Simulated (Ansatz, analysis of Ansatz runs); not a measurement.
# MgB2C2 (Pnnm), nudged elastic band: Li_i hop between interstitial places (q = 0)

Aim: the barrier of one jump in MgB2C2 (Pnnm) at charge 0: Li_i hop between interstitial places. The model is a cell of 60 host atoms with 1 Li put in; Li is the atom that moves.

Main program and level: Ansatz 0.2.0; plane-wave PAW DFT, PBEsol; nudged elastic band between two relaxed defect structures.

Report form: inputs, costs, results and the conclusion, without the logs.

## 1. Set-up

The cell holds 61 atoms: 12 Mg, 24 B, 24 C and 1 Li. Cell: a = 8.529 Å, b = 8.529 Å, c = 8.298 Å, α = 90.0°, β = 90.0°, γ = 65.6°. It derives from MgB2C2 (space group Pnnm). Nearest the centre at fractional (0.760, 0.217, 0.319): Li61 at 1.28 Å, B32 at 1.66 Å, B30 at 1.85 Å, C38 at 2.01 Å, Mg23 at 2.12 Å, C15 at 2.43 Å, C13 at 2.43 Å, C40 at 2.47 Å.

The cell's shortest repeat is 8.3 Å.

## 2. Relaxation of the start point, charge 0

The ends come first: from an unrelaxed start the top is counted from too high an energy, and the barrier comes out too low. Small random displacements break the symmetry of the ideal sites, so that the defect can distort if it gains by it. The cell holds an odd number of electrons, so the run is spin-polarised with the moment held at 1 μB.

Contents of q0_M1.start/input.yaml:

```yaml
crystal:
  lattice:
    - [4.61704896, 7.1710112, 0.0]
    - [-4.61704896, 7.1710112, 0.0]
    - [0.0, 0.0, 8.29768848]
  atoms:
    - { symbol: Mg, position: [0.0, 0.5, 0.16666667] }
    - { symbol: Mg, position: [0.5, 0.0, 0.16666667] }
    - { symbol: Mg, position: [0.0, 0.0, 0.0] }
    - { symbol: Mg, position: [0.5, 0.5, 0.0] }
    - { symbol: B, position: [0.30686491, 0.42274145, 0.16666667] }
    - { symbol: B, position: [0.80686491, 0.92274145, 0.16666667] }
    - { symbol: B, position: [0.19313509, 0.07725855, 0.16666667] }
    - { symbol: B, position: [0.69313509, 0.57725855, 0.16666667] }
[... 49 atom lines left out ...]
    - { symbol: C, position: [0.71824658, 0.00257364, 0.66666667] }
    - { symbol: C, position: [0.28175342, 0.99742636, 0.66666667] }
    - { symbol: C, position: [0.78175342, 0.49742636, 0.66666667] }
    - { symbol: Li, position: [0.769781, 0.184633, 0.167734] }
basis:
  ecutwfc: 420
  xc_grid: 2
hamiltonian:
  xc: pbesol
kpoints:
  mp_grid: { grid: [1, 1, 1] }
magnetization:
  spin_polarized: true
  initial_magnetization: 1
  spin_locking: { lock_magnetization: hard }
scf:
  occupations: { method: fixed }
  max_iter: 100
output:
  forces: true
relax:
  f_tol: 0.02
  max_steps: 70
  random_displacement: { amplitude: 0.03, seed: 9351 }
```

Command:

```
> ansatz run input.yaml --threads 4 --pin off --max-ram 7536MiB --backend cpu --events-out ev --progress --plain --runs-dir out
```

It took 23 s on 4 threads of Arm Neoverse V1, shared host; peak memory 0.91 GiB.

The steps of the relaxation:

```tsv
step	energy less that of the first step (eV)	largest force component (eV/Å)
1	0.0000	1.6951
2	-0.8446	0.8284
3	-1.1478	0.2560
4	-1.1944	0.0689
5	-1.1979	0.0123
```

The atoms that moved most (Å, from the sites as typed, ahead of the random displacement, the mean shift of all atoms taken out):

```tsv
atom	dx	dy	dz	length
Li61	-0.386	0.321	-0.009	0.501
Mg3	0.152	0.056	-0.028	0.164
Mg23	0.152	0.056	0.028	0.164
Mg24	-0.138	-0.067	0.028	0.156
Mg4	-0.138	-0.067	-0.028	0.156
B8	0.011	-0.087	0.000	0.087
C37	0.006	-0.078	0.004	0.078
C17	0.006	-0.078	-0.003	0.078
```

Neighbours of Li61 at the end:

```tsv
atom	distance (Å)
C13	2.078
C15	2.078
B12	2.242
B32	2.242
B10	2.242
B30	2.242
B6	2.563
B8	2.567
C18	2.577
C38	2.577
C40	2.579
C20	2.579
```

Read from the output:

| Property | Result |
| --- | --- |
| free energy | -32741.2888 eV |
| total moment | 1 μB |
| integral of the absolute spin density | 1.222 μB |
| spin contamination | 0.002242 |
| largest move from the ideal geometry of this structure, a common shift of the far atoms taken out | 0.5122 Å |

The relaxation gained 1.198 eV and ended with a largest force component of 0.012 eV/Å.

## 3. Relaxation of the end point, charge 0

The end point is relaxed in the same cell and settings, so that the two energies compare.

Contents of q0_M1.end/input.yaml:

```yaml
crystal:
  lattice:
    - [4.61704896, 7.1710112, 0.0]
    - [-4.61704896, 7.1710112, 0.0]
    - [0.0, 0.0, 8.29768848]
  atoms:
    - { symbol: Mg, position: [0.0, 0.5, 0.16666667] }
    - { symbol: Mg, position: [0.5, 0.0, 0.16666667] }
[... 3 atom lines left out ...]
    - { symbol: B, position: [0.80686491, 0.92274145, 0.16666667] }
[... 6 atom lines left out ...]
    - { symbol: C, position: [0.00257364, 0.21824658, 0.16666667] }
[... 1 atom line left out ...]
    - { symbol: C, position: [0.49742636, 0.28175342, 0.16666667] }
[... 7 atom lines left out ...]
    - { symbol: Mg, position: [0.0, 0.0, 0.33333333] }
    - { symbol: Mg, position: [0.5, 0.5, 0.33333333] }
[... 5 atom lines left out ...]
    - { symbol: B, position: [0.92274145, 0.30686491, 0.33333333] }
[... 1 atom line left out ...]
    - { symbol: B, position: [0.57725855, 0.19313509, 0.33333333] }
    - { symbol: C, position: [0.00257364, 0.21824658, 0.5] }
[... 1 atom line left out ...]
    - { symbol: C, position: [0.49742636, 0.28175342, 0.5] }
[... 2 atom lines left out ...]
    - { symbol: C, position: [0.71824658, 0.00257364, 0.33333333] }
[... 1 atom line left out ...]
    - { symbol: C, position: [0.78175342, 0.49742636, 0.33333333] }
[... 20 atom lines left out ...]
    - { symbol: Li, position: [0.75, 0.25, 0.4703] }
basis:
  ecutwfc: 420
  xc_grid: 2
hamiltonian:
  xc: pbesol
kpoints:
  mp_grid: { grid: [1, 1, 1] }
magnetization:
  spin_polarized: true
  initial_magnetization: 1
  spin_locking: { lock_magnetization: hard }
scf:
  occupations: { method: fixed }
  max_iter: 100
output:
  forces: true
relax:
  f_tol: 0.02
  max_steps: 70
  random_displacement: { amplitude: 0.03, seed: 9351 }
```

Wall time 26 s (4 threads); peak memory 0.9 GiB; 1.7 min of CPU time.

Relaxation path:

```tsv
step	energy less that of the first step (eV)	largest force component (eV/Å)
1	0.0000	1.5060
2	-0.7153	0.7125
3	-0.9528	0.1644
4	-0.9706	0.0570
5	-0.9733	0.0249
6	-0.9738	0.0045
```

The atoms that moved most (Å, from the sites as typed, ahead of the random displacement, the mean shift of all atoms taken out):

```tsv
atom	dx	dy	dz	length
Li61	-0.001	0.001	0.242	0.242
Mg24	-0.146	-0.061	-0.032	0.161
Mg23	0.146	0.061	-0.032	0.161
Mg44	-0.146	-0.060	0.024	0.159
Mg43	0.145	0.060	0.024	0.159
B26	-0.005	0.081	-0.004	0.082
B28	0.005	-0.081	-0.004	0.082
C37	0.000	-0.073	-0.007	0.073
```

Neighbours of Li61 at the end:

```tsv
atom	distance (Å)
C33	2.077
C35	2.077
B30	2.241
B50	2.241
B32	2.241
B52	2.242
B28	2.564
B26	2.566
C40	2.576
C60	2.576
C38	2.578
C58	2.578
```

Numbers from this step:

```yaml
free_energy: -32741.2889 eV
total_moment: 1 μB
integral_of_the_absolute_spin_density: 1.222 μB
spin_contamination: 0.002240
largest_move_from_the_ideal_geometry_of_this_structure_a_common_shift_of_the_far_atoms_taken_out: 0.2463 Å
```

The relaxation gained 0.974 eV and ended with a largest force component of 0.0045 eV/Å. The end lies within 1 meV of the start.

## 4. Nudged elastic band, charge 0

5 movable images are laid between the ends on straight lines. Each image feels the true force across the path and a spring force along it. The highest image is set to climb to the top of the path.

This step: plane-wave PAW DFT, PBEsol; nudged elastic band between two relaxed defect structures.

Contents of q0_M1.neb/input.yaml:

```yaml
crystal:
  lattice:
    - [4.61704896, 7.1710112, 0.0]
    - [-4.61704896, 7.1710112, 0.0]
    - [0.0, 0.0, 8.29768848]
  atoms:
    - { symbol: Mg, position: [-0.00546348, 0.50228228, 0.16643732] }
    - { symbol: Mg, position: [0.50696928, -0.00451096, 0.1664173] }
    - { symbol: Mg, position: [0.02075916, -0.01253118, -0.00364778] }
    - { symbol: Mg, position: [0.48081253, 0.51027355, -0.00364234] }
    - { symbol: B, position: [0.30130984, 0.42077192, 0.16643717] }
    - { symbol: B, position: [0.81274844, 0.92787821, 0.16643724] }
    - { symbol: B, position: [0.20015553, 0.07708175, 0.16641825] }
    - { symbol: B, position: [0.68870903, 0.56997545, 0.16641699] }
    - { symbol: B, position: [0.42423481, 0.80622853, -0.00068856] }
    - { symbol: B, position: [0.92815371, 0.30213766, -0.00238574] }
    - { symbol: B, position: [0.07722131, 0.69160872, -0.00066695] }
    - { symbol: B, position: [0.57325806, 0.19568525, -0.00236292] }
    - { symbol: C, position: [0.00648644, 0.21491921, 0.16642215] }
    - { symbol: C, position: [0.49955913, 0.71687722, 0.16641553] }
    - { symbol: C, position: [0.49495529, 0.282899, 0.16644073] }
    - { symbol: C, position: [1.00186902, 0.78094683, 0.16643261] }
    - { symbol: C, position: [0.21386606, 0.49651157, -0.00064422] }
    - { symbol: C, position: [0.72371223, 0.00609922, -0.00013839] }
    - { symbol: C, position: [0.28762738, 1.00138454, -0.0006677] }
    - { symbol: C, position: [0.77772871, 0.49171911, -0.00016481] }
    - { symbol: Mg, position: [-0.00547389, 0.50278482, 0.4994306] }
    - { symbol: Mg, position: [0.5069656, -0.00498722, 0.49944978] }
    - { symbol: Mg, position: [0.02074952, -0.01252332, 0.33650921] }
    - { symbol: Mg, position: [0.48075668, 0.5103274, 0.33651168] }
    - { symbol: B, position: [0.30091789, 0.41849217, 0.50038453] }
    - { symbol: B, position: [0.81011601, 0.92632332, 0.49941086] }
    - { symbol: B, position: [0.20053728, 0.07933585, 0.50037288] }
    - { symbol: B, position: [0.69133728, 0.57147322, 0.49940526] }
    - { symbol: B, position: [0.42430579, 0.80624, 0.33354562] }
    - { symbol: B, position: [0.92813588, 0.30214179, 0.33522354] }
    - { symbol: B, position: [0.07714242, 0.69159751, 0.33354388] }
    - { symbol: B, position: [0.57329216, 0.1956778, 0.33522716] }
    - { symbol: C, position: [0.00670419, 0.21734259, 0.50019817] }
    - { symbol: C, position: [0.49947487, 0.7169779, 0.49957289] }
    - { symbol: C, position: [0.49473887, 0.28049751, 0.50020892] }
    - { symbol: C, position: [1.00198018, 0.78087393, 0.49957487] }
    - { symbol: C, position: [0.21385167, 0.49651687, 0.33352875] }
    - { symbol: C, position: [0.72370742, 0.00608789, 0.333027] }
    - { symbol: C, position: [0.28763052, 1.00135164, 0.33351731] }
    - { symbol: C, position: [0.77772118, 0.49170256, 0.33301264] }
    - { symbol: Mg, position: [-0.00557821, 0.5029034, 0.83345608] }
    - { symbol: Mg, position: [0.50693854, -0.00499851, 0.83341996] }
    - { symbol: Mg, position: [0.00565568, -0.00140509, 0.66641922] }
    - { symbol: Mg, position: [0.49577464, 0.49922322, 0.6664049] }
    - { symbol: B, position: [0.30093077, 0.41852749, 0.83249268] }
    - { symbol: B, position: [0.81012976, 0.92631281, 0.83347573] }
    - { symbol: B, position: [0.20052677, 0.07934262, 0.83247492] }
    - { symbol: B, position: [0.69131095, 0.57148075, 0.83345224] }
    - { symbol: B, position: [0.42515283, 0.80650398, 0.66641827] }
    - { symbol: B, position: [0.9269254, 0.30502078, 0.66641782] }
    - { symbol: B, position: [0.07630446, 0.69132411, 0.66642468] }
    - { symbol: B, position: [0.57454308, 0.19279613, 0.66643294] }
    - { symbol: C, position: [0.0066968, 0.21731861, 0.83265036] }
    - { symbol: C, position: [0.49945485, 0.71697151, 0.83328472] }
    - { symbol: C, position: [0.49473497, 0.28050954, 0.8326637] }
    - { symbol: C, position: [1.00200436, 0.78087415, 0.83329791] }
    - { symbol: C, position: [0.21356088, 0.49776005, 0.66643014] }
    - { symbol: C, position: [0.72177797, 0.00302637, 0.66644191] }
    - { symbol: C, position: [0.28784335, 1.00006456, 0.66641818] }
    - { symbol: C, position: [0.77967364, 0.49478129, 0.66642728] }
    - { symbol: Li, position: [0.75078464, 0.24871359, 0.16640841] }
basis:
  ecutwfc: 420
  xc_grid: 2
hamiltonian:
  xc: pbesol
kpoints:
  mp_grid: { grid: [1, 1, 1] }
magnetization:
  spin_polarized: true
  initial_magnetization: 1
  spin_locking: { lock_magnetization: hard }
scf:
  occupations: { method: fixed }
  max_iter: 100
output:
  forces: true
neb:
  images: 5
  f_tol: 0.05
  climbing: true
  initial_path: linear
  max_iterations: 45
  order_check: false
  final_atoms:
    - { symbol: Mg, position: [-0.00500707, 0.50252733, 0.16664512] }
    - { symbol: Mg, position: [0.50756223, -0.00521714, 0.16665201] }
[... 3 atom lines left out ...]
    - { symbol: B, position: [0.8107575, 0.92614714, 0.16667881] }
[... 6 atom lines left out ...]
    - { symbol: C, position: [0.00726321, 0.21695696, 0.16585349] }
[... 1 atom line left out ...]
    - { symbol: C, position: [0.49532228, 0.28034007, 0.16586406] }
[... 7 atom lines left out ...]
    - { symbol: Mg, position: [0.02128449, -0.01290282, 0.32957326] }
    - { symbol: Mg, position: [0.48127607, 0.51021812, 0.32957783] }
[... 5 atom lines left out ...]
    - { symbol: B, position: [0.92866712, 0.30176367, 0.33080376] }
[... 1 atom line left out ...]
    - { symbol: B, position: [0.57393391, 0.19553466, 0.3308091] }
    - { symbol: C, position: [0.00694613, 0.21456065, 0.49963625] }
[... 1 atom line left out ...]
    - { symbol: C, position: [0.49563021, 0.2827369, 0.49964402] }
[... 2 atom lines left out ...]
    - { symbol: C, position: [0.72434039, 0.00599432, 0.33306194] }
[... 1 atom line left out ...]
    - { symbol: C, position: [0.77823366, 0.49129596, 0.3330577] }
[... 20 atom lines left out ...]
    - { symbol: Li, position: [0.75125534, 0.24879243, 0.49961835] }
```

Wall time 4.6 min (4 threads); peak memory 2.9 GiB.

The path, image by image:

```tsv
image	path (Å)	energy (eV)	Li61: x, y, z (Å)
0	0.000	0.0000	2.318, 7.167, 1.381
1	0.497	0.2322	2.318, 7.169, 1.798
2	0.993	0.7622	2.318, 7.169, 2.273
3	1.490	1.0483	2.319, 7.169, 2.764
4	1.987	0.7616	2.319, 7.170, 3.255
5	2.485	0.2311	2.320, 7.170, 3.730
6	2.982	-0.0001	2.320, 7.171, 4.146
```

This step gave:

```yaml
free_energy: -32740.2405 eV
total_moment: 1 μB
integral_of_the_absolute_spin_density: 1.174 μB
spin_contamination: 0.001919
barrier_forward: 1.048 eV
barrier_backward: 1.048 eV
end_less_start: -1.27e-4 eV
hop_length: 2.765 Å
```

Track of the atom that was set to move:

```tsv
image	x (Å)	y (Å)	z (Å)	nearest neighbour	distance (Å)
0	2.318	7.167	1.381	C	2.078
1	2.318	7.169	1.798	B	2.092
2	2.318	7.169	2.273	B	1.984
3	2.319	7.169	2.764	B	1.95
4	2.319	7.17	3.255	B	1.984
5	2.32	7.17	3.73	B	2.092
6	2.32	7.171	4.146	C	2.077
```

The band met its tolerance of 0.05 eV/Å after 6 iterations, with image 3 on top (the start counts as 0). Li61, which moves farthest between the ends, has 2 C at 2.08 Å and 4 B at 2.24 Å nearest at the start and 2 B at 1.95 Å and 2 C at 2.20 Å at the top.

## 5. Single point at the start point, PBEsol, denser k-mesh

Three single points on a denser mesh (start, top, end) show how much of the barrier is sampling error. The start is shown; top and end are run alike.

This step: plane-wave PAW DFT, PBEsol; single point of a defect supercell on a structure of the PBEsol path.

Contents of q0_M1.start.mesh/input.yaml:

```yaml
crystal:
  lattice:
    - [4.61704896, 7.1710112, 0.0]
    - [-4.61704896, 7.1710112, 0.0]
    - [0.0, 0.0, 8.29768848]
  atoms:
    - { symbol: Mg, position: [-0.00546348, 0.50228228, 0.16643732] }
    - { symbol: Mg, position: [0.50696928, -0.00451096, 0.1664173] }
[... 3 atom lines left out ...]
    - { symbol: B, position: [0.81274844, 0.92787821, 0.16643724] }
[... 6 atom lines left out ...]
    - { symbol: C, position: [0.00648644, 0.21491921, 0.16642215] }
[... 1 atom line left out ...]
    - { symbol: C, position: [0.49495529, 0.282899, 0.16644073] }
[... 7 atom lines left out ...]
    - { symbol: Mg, position: [0.02074952, -0.01252332, 0.33650921] }
    - { symbol: Mg, position: [0.48075668, 0.5103274, 0.33651168] }
[... 5 atom lines left out ...]
    - { symbol: B, position: [0.92813588, 0.30214179, 0.33522354] }
[... 1 atom line left out ...]
    - { symbol: B, position: [0.57329216, 0.1956778, 0.33522716] }
    - { symbol: C, position: [0.00670419, 0.21734259, 0.50019817] }
[... 1 atom line left out ...]
    - { symbol: C, position: [0.49473887, 0.28049751, 0.50020892] }
[... 2 atom lines left out ...]
    - { symbol: C, position: [0.72370742, 0.00608789, 0.333027] }
[... 1 atom line left out ...]
    - { symbol: C, position: [0.77772118, 0.49170256, 0.33301264] }
[... 20 atom lines left out ...]
    - { symbol: Li, position: [0.75078464, 0.24871359, 0.16640841] }
basis:
  ecutwfc: 420
  xc_grid: 2
hamiltonian:
  xc: pbesol
kpoints:
  mp_grid: { grid: [2, 2, 2], shift: [0.5, 0.5, 0.5] }
magnetization:
  spin_polarized: true
  initial_magnetization: 1
  spin_locking: { lock_magnetization: hard }
scf:
  occupations: { method: fixed }
  max_iter: 100
output:
  forces: true
  eigenvalues: true
checkpoint:
  write: "../q0_M1.start.mesh.run"
  compress: false
  write_wavefunctions: false
  write_every: 100000
```

Elapsed: 75 s, on 4 threads; peak memory 2.5 GiB.

Numbers from this step:

| Property | Result |
| --- | --- |
| free energy | -32740.3676 eV |
| total moment | 1 μB |
| integral of the absolute spin density | 1.088 μB |
| spin contamination | 0.001221 |

## 6. Barrier from single points, PBEsol, denser k-mesh

Analysis of the runs above: barrier from PBEsol single points on the PBEsol path.

It gives:

```yaml
barrier_forward: 0.9452 eV
barrier_backward: 0.9473 eV
end_less_start: -0.002106 eV
```

This gives 0.945 eV against the band's 1.048 eV, so the sampling matters here, and the denser value is the better one.

(Part 1 of 2 ends here.)

[Long decimals in the printed logs are rounded to 6 places.]

[Repeated set-up lines and some long k-point lines are left out of the logs, and relaxed atomic positions are cut to six decimals.]

[Logs are printed without paths, hosts, clocks, repeated set-up lines and the standing remarks that a program may print on its own settings, such as how far it seeks lower states.]

[Hosts, paths, dates, database ids (printed as entryN), source tags and the programs' standing remarks are cut or masked in the printed files.]
